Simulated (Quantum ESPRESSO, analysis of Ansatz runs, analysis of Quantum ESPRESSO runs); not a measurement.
# Substitutional N in diamond: charge-transition level against experiment (Quantum ESPRESSO), part 2 of 4

Aim: the charge-transition level of substitutional N in diamond, to be set beside the measurement. Set-up: PBE, JTH 2.0 PBE, 32-site cell, PBE lattice, k: the single point 1/4 1/4 1/4 then 2x2x2 shifted, started with the impurity moved along one bond, dielectric constants 5.7 and 5.7 (handbook). The model is a cell of 32 host atoms with 1 C taken out and 1 N put in. The level is the Fermi energy at which two charge states have equal formation energy, after a correction for the images of the charge. Other potentials or another program check that the number doesn't hang on one set of files.

Quantum ESPRESSO 7.5; PBE, JTH 2.0 PBE, 32-site cell, PBE lattice, k: the single point 1/4 1/4 1/4 then 2x2x2 shifted, started with the impurity moved along one bond, dielectric constants 5.7 and 5.7 (handbook).

So far: Set-up; Relaxation, charge +1.

### Step 3. Single point, charge +1

The relaxed structure is kept, and the final numbers are taken at the final level and k-points.

This step: Quantum ESPRESSO plane-wave DFT, PBE, JTH 2.0 PBE potentials; single point of a defect supercell.

File pw.in:

```
&CONTROL
  calculation = 'scf'
  prefix = 'pwscf'
  outdir = './tmp'
  pseudo_dir = './pseudo'
  tprnfor = .true.
  disk_io = 'low'
/
&SYSTEM
  ibrav = 0
  nat = 32
  ntyp = 2
  ecutwfc = 40
  ecutrho = 240
  nbnd = 68
  occupations = 'smearing'
  smearing = 'fd'
  degauss = 0.00073499
  tot_charge = 1
  nosym = .true.
/
&ELECTRONS
  conv_thr = 3d-08
  electron_maxstep = 100
  mixing_beta = 0.5
/
ATOMIC_SPECIES
C     12.0110 C.GGA_PBE-JTH.UPF
N     14.0070 N.GGA_PBE-JTH.UPF
CELL_PARAMETERS angstrom
  -3.5736125014    3.5736125014    3.5736125014
   3.5736125014   -3.5736125014    3.5736125014
   3.5736125014    3.5736125014   -3.5736125014
ATOMIC_POSITIONS crystal
C     -0.0015095715   -0.0011683817    0.4979664576
C     -0.0009214458    0.2481969345    0.2474009796
[... 1 atom line left out ...]
C     -0.0021936801    0.7475672494    0.7467477030
[... 2 atom lines left out ...]
C      0.2497286319    0.4988704946    0.7486848626
C      0.2496860485    0.7494563730    0.4980489429
[... 1 atom line left out ...]
C      0.4985050317    0.2500216132    0.7486629023
N      0.4985214978    0.4988406509    0.4980753042
[... 1 atom line left out ...]
C      0.7471821702   -0.0018518855    0.7467579247
C      0.7491780651    0.2500666454    0.4980925839
[... 1 atom line left out ...]
C      0.7472389005    0.7475399259   -0.0026420916
[... 6 atom lines left out ...]
C      0.2466510039    0.4988567220    0.4980645888
[... 2 atom lines left out ...]
C      0.4985499464    0.2469746631    0.4980693366
C      0.4985016256    0.4988218822    0.2461710561
[... 4 atom lines left out ...]
C      0.7502743714    0.7506190316    0.7498228281
K_POINTS automatic
2 2 2 1 1 1
```

File pp_potential.in:

```
&INPUTPP
  prefix = 'pwscf'
  outdir = './tmp'
  filplot = 'potential.dat'
  plot_num = 11
/
&PLOT
  nfile = 1
  filepp(1) = 'potential.dat'
  iflag = 3
  output_format = 6
  fileout = 'potential.cube'
/
```

Launch:

```sh
OMP_NUM_THREADS=1 mpirun -n 4 pw.x -nk 2 -in pw.in > pw.out
OMP_NUM_THREADS=1 mpirun -n 4 pp.x -in pp_potential.in > pp_potential.out
```

Log:

```text
[banner, memory and clock lines left out]
          URL

     file C.GGA_PBE-JTH.UPF: wavefunction(s)  0S 2P 0P renormalized
     file N.GGA_PBE-JTH.UPF: wavefunction(s)  0S 0P renormalized

     bravais-lattice index     =            0
     lattice parameter (alat)  =      11.6968  a.u.
     unit-cell volume          =    1231.9100 (a.u.)^3
     number of atoms/cell      =           32
     number of atomic types    =            2
     number of electrons       =       128.00
     number of Kohn-Sham states=           68
     kinetic-energy cutoff     =      40.0000  Ry
     charge density cutoff     =     240.0000  Ry
     scf convergence threshold =      3.0E-08
     mixing beta               =       0.5000
     number of iterations used =            8  plain     mixing
     Exchange-correlation= SLA PW PBX PBC
                           (   1   4   3   4   0   0   0)

     celldm(1)=  11.696797  celldm(2)=   0.000000  celldm(3)=   0.000000
     celldm(4)=   0.000000  celldm(5)=   0.000000  celldm(6)=   0.000000

     crystal axes: (cart. coord. in units of alat)
               a(1) = (  -0.577350   0.577350   0.577350 )
               a(2) = (   0.577350  -0.577350   0.577350 )
               a(3) = (   0.577350   0.577350  -0.577350 )

     reciprocal axes: (cart. coord. in units 2 pi/alat)
               b(1) = ( -0.000000  0.866025  0.866025 )
               b(2) = (  0.866025 -0.000000  0.866025 )
               b(3) = (  0.866025  0.866025  0.000000 )

     PseudoPot. # 1 for C  read from file:
     C.GGA_PBE-JTH.UPF
     Pseudo is Projector augmented-wave + core cor, Zval =  4.0
     Generated using ATOMPAW code
     Shape of augmentation charge: SINC**2
     Using radial grid of  920 points,  4 beta functions with:
                l(1) =   0
                l(2) =   0
                l(3) =   1
                l(4) =   1
     Q(r) pseudized with 0 coefficients

     PseudoPot. # 2 for N  read from file:
     N.GGA_PBE-JTH.UPF
     Pseudo is Projector augmented-wave + core cor, Zval =  5.0
     Generated using ATOMPAW code
     Shape of augmentation charge: SINC**2
     Using radial grid of  933 points,  4 beta functions with:
                l(1) =   0
                l(2) =   0
                l(3) =   1
                l(4) =   1
     Q(r) pseudized with 0 coefficients

     atomic species   valence    mass     pseudopotential
     C                 4.00    12.01100     C ( 1.00)
     N                 5.00    14.00700     N ( 1.00)

     No symmetry found

   Cartesian axes

     site n.     atom                  positions (alat units)
         1        C      tau(   1) = (   0.2876981   0.2873041  -0.2890472  )
         2        C      tau(   2) = (   0.2866656  -0.0009915  -0.0000725  )
         3        C      tau(   3) = (   0.2876998  -0.2899617   0.2882462  )
         4        C      tau(   4) = (   0.8640097  -0.0017397  -0.0007934  )
         5        C      tau(   5) = (  -0.0006281   0.2863274  -0.0000698  )
         6        C      tau(   6) = (  -0.0006186  -0.0010115   0.2871951  )
         7        C      tau(   7) = (   0.5760955   0.2884113  -0.0000495  )
         8        C      tau(   8) = (   0.5760912  -0.0009938   0.2893065  )
         9        C      tau(   9) = (  -0.2895863   0.2873426   0.2882217  )
        10        C      tau(  10) = (   0.2887788   0.5757027  -0.0000787  )
        11        N      tau(  11) = (   0.2877482   0.2873796   0.2882634  )
[...]
28        C      tau(  28) = (   0.1432738  -0.1455535   0.7211606  )
        29        C      tau(  29) = (  -0.1451956   0.7202497   0.1438130  )
        30        C      tau(  30) = (  -0.1451216   0.4318196   0.4327256  )
        31        C      tau(  31) = (  -0.1452237   0.1429014   0.7211583  )
        32        C      tau(  32) = (   0.4331094   0.4327114   0.4336308  )

     number of k points=     4  Fermi-Dirac smearing, width (Ry)=  0.0007
                       cart. coord. in units 2pi/alat
        k(    1) = (   0.4330127   0.4330127   0.4330127), wk =   0.5000000
        k(    2) = (   0.0000000   0.0000000   0.4330127), wk =   0.5000000
        k(    3) = (   0.0000000   0.4330127   0.0000000), wk =   0.5000000
        k(    4) = (  -0.4330127   0.0000000   0.0000000), wk =   0.5000000

     Dense  grid:    77413 G-vectors     FFT dimensions: (  60,  60,  60)

     Smooth grid:    42147 G-vectors     FFT dimensions: (  48,  48,  48)

     Check: negative core charge=   -0.000056

     Initial potential from superposition of free atoms

     starting charge     128.9987, renormalised to     128.0000
     Starting wfcs are  256 randomized atomic wfcs
     Checking if some PAW data can be deallocated...

     Self-consistent Calculation

     iteration #  1     ecut=    40.00 Ry     beta= 0.50
     Davidson diagonalization with overlap
     ethr =  1.00E-02,  avg # of iterations =  2.0

     total energy              =    -600.48048947 Ry
     estimated scf accuracy    <       1.98370889 Ry

     iteration #  2     ecut=    40.00 Ry     beta= 0.50
     Davidson diagonalization with overlap
     ethr =  1.55E-03,  avg # of iterations =  2.2

     total energy              =    -600.57911674 Ry
     estimated scf accuracy    <       0.30677358 Ry

     iteration #  3     ecut=    40.00 Ry     beta= 0.50
     Davidson diagonalization with overlap
     ethr =  2.40E-04,  avg # of iterations =  6.0

     total energy              =    -600.61431927 Ry
     estimated scf accuracy    <       0.03627476 Ry

     iteration #  4     ecut=    40.00 Ry     beta= 0.50
     Davidson diagonalization with overlap
     ethr =  2.83E-05,  avg # of iterations =  6.8

     total energy              =    -600.62164424 Ry
     estimated scf accuracy    <       0.00158537 Ry

     iteration #  5     ecut=    40.00 Ry     beta= 0.50
     Davidson diagonalization with overlap
     ethr =  1.24E-06,  avg # of iterations =  4.5

     total energy              =    -600.62204847 Ry
     estimated scf accuracy    <       0.00025081 Ry

     iteration #  6     ecut=    40.00 Ry     beta= 0.50
     Davidson diagonalization with overlap
     ethr =  1.96E-07,  avg # of iterations =  2.0

     total energy              =    -600.62209211 Ry
     estimated scf accuracy    <       0.00001199 Ry

     iteration #  7     ecut=    40.00 Ry     beta= 0.50
     Davidson diagonalization with overlap
     ethr =  9.37E-09,  avg # of iterations =  3.5

     total energy              =    -600.62209476 Ry
     estimated scf accuracy    <       0.00000098 Ry

     iteration #  8     ecut=    40.00 Ry     beta= 0.50
     Davidson diagonalization with overlap
     ethr =  7.64E-10,  avg # of iterations =  3.8

     total energy              =    -600.62209503 Ry
     estimated scf accuracy    <       0.00000036 Ry

     iteration #  9     ecut=    40.00 Ry     beta= 0.50
     Davidson diagonalization with overlap
     ethr =  2.79E-10,  avg # of iterations =  2.8

     End of self-consistent calculation

          k = 0.4330 0.4330 0.4330 (  5276 PWs)   bands (ev):

    -8.1959  -6.3515  -6.3513  -6.3509  -4.1846  -2.4281  -2.4268  -2.4265
    -2.0753  -2.0751  -2.0190  -2.0187  -2.0179  -2.0173  -2.0156  -2.0155
     1.5471   2.0324   2.0327   2.0330   2.5762   2.5763   2.5764   2.5961
     2.5962   2.5965   2.6365   2.6368   5.7503   5.7512   5.7518   6.0621
     6.4593   6.4594   6.5888   6.5889   6.5892   6.5893   6.5896   6.5896
     6.6777   6.6779   6.6783   6.7818   8.0132   8.0136   8.0137   8.3458
     8.3460   8.3462   8.4818   8.4822   8.5167   8.5325   8.5336   8.5338
    11.1064  11.1065  11.1067  11.5649  11.5652  11.5885  11.5889  11.5890
    17.5471  18.7149  18.7163  18.7203

          k = 0.0000 0.0000 0.4330 (  5258 PWs)   bands (ev):

    -8.3894  -6.6005  -5.3255  -5.3247  -5.1383  -3.9953  -3.2505  -3.2402
    -3.2401  -3.0816  -1.8353  -1.2249  -1.2242  -1.0469   0.2835   0.7373
[...]
17.0599  17.9728  18.7590  19.1594

          k = 0.0000 0.4330 0.0000 (  5258 PWs)   bands (ev):

[...]
17.0601  17.9730  18.7588  19.1610

          k =-0.4330 0.0000 0.0000 (  5258 PWs)   bands (ev):

[...]
2.7814   2.9688   4.2390   4.2391   4.2677   4.4594   4.4945   5.6394
     5.7714   5.7724   6.0006   6.3710   6.5298   6.5303   6.8285   7.3263
     7.3267   7.4003   7.6912   7.6918   7.7120   7.7888   7.8807   7.8812
     7.9522   8.4977   8.6694   8.6698   8.6919   9.9560   9.9563  10.1079
    10.2947  10.3677  10.4471  10.4473  10.4942  11.4710  11.4713  11.8066
    17.0602  17.9731  18.7587  19.1604

     the Fermi energy is    12.3234 ev

!    total energy              =    -600.62209511 Ry
     total all-electron energy =      -600.622095 Ry
     estimated scf accuracy    <       0.00000001 Ry
     smearing contrib. (-TS)   =       0.00000000 Ry
     internal energy E=F+TS    =    -600.62209511 Ry

     The total energy is F=E-TS. E is the sum of the following terms:
     one-electron contribution =     130.49060589 Ry
     hartree contribution      =      32.79672579 Ry
     xc contribution           =    -145.25415228 Ry
     ewald contribution        =    -415.11026489 Ry
     one-center paw contrib.   =    -203.54500961 Ry

     convergence has been achieved in   9 iterations

     Forces acting on atoms (cartesian axes, Ry/au):

     atom    1 type  1   force =     0.00019037    0.00022239   -0.00015663
     atom    2 type  1   force =    -0.00079287    0.00007217    0.00002469
     atom    3 type  1   force =     0.00017980   -0.00015227    0.00014163
     atom    4 type  1   force =    -0.00059662    0.00038526    0.00028590
     atom    5 type  1   force =     0.00010295   -0.00102491    0.00003225
     atom    6 type  1   force =     0.00005520    0.00012270   -0.00083630
     atom    7 type  1   force =    -0.00014360    0.00065937   -0.00014043
     atom    8 type  1   force =    -0.00014661    0.00000578    0.00071366
     atom    9 type  1   force =    -0.00012370    0.00004047    0.00018938
     atom   10 type  1   force =     0.00072207   -0.00011182   -0.00004913
[...]
atom   28 type  1   force =    -0.00027008    0.00014577   -0.00004706
     atom   29 type  1   force =     0.00023497   -0.00006475   -0.00027667
     atom   30 type  1   force =    -0.00002824   -0.00010748   -0.00010422
     atom   31 type  1   force =     0.00030425   -0.00032084   -0.00005785
     atom   32 type  1   force =     0.00092611    0.00097269    0.00095646

     Total force =     0.004275     Total SCF correction =     0.000168
```

Elapsed: 15 s, on 4 MPI ranks of Arm Neoverse V1, shared host; peak memory 0.39 GiB; 59 s of CPU time.

(Part 2 of 4 ends here.)

[Logs are printed without paths, hosts, clocks, repeated set-up lines and the standing remarks that a program may print on its own settings, such as how far it seeks lower states.]

[Hosts, paths, dates, database ids (printed as entryN), source tags and the programs' standing remarks are cut or masked in the printed files.]

[For some hosts the program warned that the k-mesh of the response run may be too coarse for force constants and the static dielectric constant; such warnings are not shown here.]
